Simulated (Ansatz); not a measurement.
# RbVS3 (model cell, started as cubic perovskite with V in the octahedra): a soft mode frozen in, part 2 of 2

Which phase does RbVS3 (model cell, started as cubic perovskite with V in the octahedra) fall into along its unstable mode, and how much energy does it gain?

Ansatz 0.2.0; DFT PBEsol, scalar-relativistic, plane waves, PAW; PAW set soft_1.

So far. Step 4 (The mode frozen in, largest atomic shift 0.08 Å): The run ends at a pressure of 0.34 GPa, with forces up to 0.081 eV/Å. Step 5 (Energy along the mode, all amplitudes (two of the runs …): The lowest of the steps tried is at 0.08 Å, 3.59 meV/atom below the parent; the bottom of the well need not coincide with a step.

The structure was built from a prototype and need not be the compound's stable phase.

## Step 7: The new phase in its own primitive cell

The relaxed structure is symmetrised, reduced to its primitive cell and relaxed tightly, as its phonons need.

input.yaml reads:

```yaml
crystal:
  lattice:
    - [-3.2857313863, 3.2857313863, 4.667266874]
    - [3.2857313863, -3.2857313863, 4.667266874]
    - [3.2857313863, 3.2857313863, -4.667266874]
  atoms:
    - { symbol: Rb, position: [0.75, 0.25, 0.5] }
    - { symbol: Rb, position: [0.25, 0.75, 0.5] }
    - { symbol: V, position: [0.0, 0.0, 0.0] }
    - { symbol: V, position: [0.5, 0.5, 0.0] }
    - { symbol: S, position: [0.755376065, 0.244623935, 0.0] }
    - { symbol: S, position: [0.244623935, 0.755376065, 0.0] }
    - { symbol: S, position: [0.7391868852, 0.7391868852, 0.0] }
    - { symbol: S, position: [0.2608131148, 0.2608131148, 0.0] }
    - { symbol: S, position: [0.244623935, 0.244623935, 0.4892478699] }
    - { symbol: S, position: [0.755376065, 0.755376065, 0.5107521301] }
kpoints:
  mp_grid: { grid: [8, 8, 8] }
hamiltonian:
  xc: pbesol
  pseudopotentials: { kind: paw, azcp: { folder: soft_1 }, xc_functional: pbe }
scf:
  occupations: { method: methfessel_paxton, width: 0.2 }
output:
  forces: true
  stress: true
  eigenvalues: true
relax:
  adjacent_minimum: "off"
  f_tol: 0.001
  max_steps: 60
  cell: { stress_tol: 0.01 }
```

On the command line:

```sh
$ ansatz run input.yaml --threads 4 --pin off --max-ram 16384MiB --backend cpu --events-out ev --progress --plain --runs-dir out
```

It took 38 s on 4 threads of Arm Neoverse V1, shared host; peak memory 0.81 GiB.

Little changed from the start: no atom moved by 0.005 Å and no cell edge by 0.1 %.

Numbers from this step:

```
pressure        : 2.97e-4 GPa
volume per atom : 20.15 Å³
```

The largest force component left is 0.39 meV/Å and the pressure is 0.000 GPa, within the tolerances set. The cell now holds 20.15 Å³/atom.

## Step 8: Modes of the new phase

A relaxed structure may still be a saddle point, so its zone-centre modes are computed. No field response is asked, since the mesh shows no gap.

input.yaml reads:

```yaml
crystal:
  lattice:
    - [-3.2857331298, 3.2857331298, 4.6671209651]
    - [3.2857331298, -3.2857331298, 4.6671209651]
    - [3.2857331298, 3.2857331298, -4.6671209651]
  atoms:
    - { symbol: Rb, position: [0.75, 0.25, 0.5] }
    - { symbol: Rb, position: [0.25, 0.75, 0.5] }
    - { symbol: V, position: [0.0, 0.0, 0.0] }
    - { symbol: V, position: [0.5, 0.5, 0.0] }
    - { symbol: S, position: [0.7553596564, 0.2446403436, 0.0] }
    - { symbol: S, position: [0.2446403436, 0.7553596564, 0.0] }
    - { symbol: S, position: [0.7392200344, 0.7392200344, 0.0] }
    - { symbol: S, position: [0.2607799656, 0.2607799656, 0.0] }
    - { symbol: S, position: [0.2446403436, 0.2446403436, 0.4892806872] }
    - { symbol: S, position: [0.7553596564, 0.7553596564, 0.5107193128] }
kpoints:
  mp_grid: { grid: [8, 8, 8] }
hamiltonian:
  xc: pbesol
  pseudopotentials: { kind: paw, azcp: { folder: soft_1 }, xc_functional: pbe }
scf:
  occupations: { method: methfessel_paxton, width: 0.2 }
output:
  eigenvalues: true
phonons:
  method: dfpt
```

It took 16 min on 4 threads; peak memory 7.4 GiB; 63 min of CPU time.

Numbers from this step:

| Property | Result |
| --- | --- |
| sum-rule residual before enforcement | 7.49e-5 eV/Å² |
| point group | 4/mmm |
| highest optical mode at the zone centre (no LO-TO term) | 420.8 cm⁻¹ |
| lowest optical zone-centre mode | -95.7 cm⁻¹ |

Patterns of degenerate modes are one choice out of their space. The modes at Γ (shares of kinetic energy by element, %) (negative means imaginary):

| mode | frequency (cm⁻¹) | symmetry | Rb % | V % | S % |
| --- | --- | --- | --- | --- | --- |
| 1 | -95.7 | B2g | 0 | 0 | 100 |
| 2 | -71.1 | Eu | 4 | 76 | 20 |
| 3 | -71.1 | Eu | 4 | 76 | 20 |
| 4 | -68.0 | A2u | 3 | 81 | 17 |
| 5 | 0.0 | acoustic | 37 | 22 | 41 |
| 6 | 0.0 | acoustic | 37 | 22 | 41 |
| 7 | 0.0 | acoustic | 37 | 22 | 41 |
| 8 | 88.3 | B1g | 96 | 0 | 4 |
| 9 | 88.8 | Eg | 95 | 0 | 5 |
| 10 | 88.8 | Eg | 95 | 0 | 5 |
| 11 | 102.3 | A2g | 0 | 0 | 100 |
| 12 | 108.4 | Eg | 0 | 0 | 100 |
| 13 | 108.4 | Eg | 0 | 0 | 100 |
| 14 | 117.0 | A2u | 58 | 12 | 30 |
| 15 | 122.8 | Eu | 58 | 5 | 38 |
| 16 | 122.8 | Eu | 58 | 5 | 38 |
| 17 | 158.0 | Eu | 1 | 1 | 99 |
| 18 | 158.0 | Eu | 1 | 1 | 99 |
| 19 | 158.9 | B1u | 0 | 0 | 100 |
| 20 | 194.7 | A2u | 3 | 56 | 42 |
| 21 | 198.1 | Eu | 1 | 84 | 15 |
| 22 | 198.1 | Eu | 1 | 84 | 15 |
| 23 | 241.2 | Eg | 4 | 0 | 96 |
| 24 | 241.2 | Eg | 4 | 0 | 96 |
| 25 | 244.6 | B1g | 4 | 0 | 96 |
| 26 | 253.2 | A1g | 0 | 0 | 100 |
| 27 | 311.5 | Eu | 0 | 13 | 87 |
| 28 | 311.5 | Eu | 0 | 13 | 87 |
| 29 | 338.0 | A2u | 0 | 30 | 70 |
| 30 | 420.8 | A1g | 0 | 0 | 100 |

Displacements in mode 1 (-95.7 cm⁻¹), the largest set to 1:
```
Rb1  0.00  0.00  0.00
Rb2  0.00  0.00  0.00
V3   0.00  0.00  0.00
V4   0.00  0.00  0.00
S5   1.00 -1.00  0.00
S6  -1.00  1.00  0.00
S7   0.00  0.00  0.00
S8   0.00  0.00  0.00
S9  -1.00 -1.00  0.00
S10  1.00  1.00  0.00
```

Displacements in mode 30 (420.8 cm⁻¹), the largest set to 1:
```
Rb1  0.00  0.00  0.00
Rb2  0.00  0.00  0.00
V3   0.00  0.00  0.00
V4   0.00  0.00  0.00
S5  -0.69  0.69  0.00
S6   0.69 -0.69  0.00
S7   0.00  0.00  1.00
S8   0.00  0.00 -1.00
S9  -0.69 -0.69  0.00
S10  0.69  0.69  0.00
```

Before it was imposed, the acoustic sum rule was missed by 7.5e-5 eV/Å². Small misses are needed for a sound result but don't prove that mesh and cutoff are converged. The lowest optical mode is imaginary, 95.7i cm⁻¹, so the energy falls along it.

## Step 9: What came out

* unstable mode of the parent: q = (-0.5, -0.5, -0.5), 248i cm⁻¹
* depth at the lowest point sampled: 3.59 meV/atom
* largest atomic shift at that point: 0.08 Å
* space group reached (within 0.01 Å): I4/mmm
* energy gained over the parent (first relaxation, on the mesh of the frozen mode): 4.08 meV/atom
* volume per atom, phase reached: 20.2 Å³
* lowest optical zone-centre mode, phase reached: -95.7 cm⁻¹
* highest optical mode at the zone centre (no LO-TO term), phase reached: 421 cm⁻¹

What this shows: Along this mode the structure falls into I4/mmm, 4.08 meV/atom below the parent. At the parent's cell the well is 3.589 meV/atom deep on the steps tried, with its lowest point at a shift of 0.08 Å. Relaxing atoms and cell changes the gain by +0.49 meV/atom against the lowest step (energies at zero smearing). The new phase still has an imaginary mode at the zone centre of its cell, so it is a saddle point on the way to a lower structure. Of the 4 patterns followed to their end from this parent, this one ends 0.380 meV/atom above the lowest, I4/mcm. Another end point lies within 1 meV/atom; how such a difference moves with mesh and cutoff was not tested. Each path keeps the symmetry of its pattern, so a lower phase may lie along a pattern not tried. With no gap, or one that is small against the smearing, the frequencies hang on the k mesh and the smearing, most of all near Kohn anomalies. The phonon runs are without spin polarisation, although V often carries a moment. The PAW files were made for PBE and serve the other functionals too. A phonon run warned that its eigensolver left some bands unconverged in a pass. The starting cell was built on a prototype and not taken from a measurement, so the phase need not exist.

[Logs are printed without paths, hosts, clocks, repeated set-up lines and the standing remarks that a program may print on its own settings, such as how far it seeks lower states.]

[Hosts, paths, dates, database ids (printed as entryN), source tags and the programs' standing remarks are cut or masked in the printed files.]
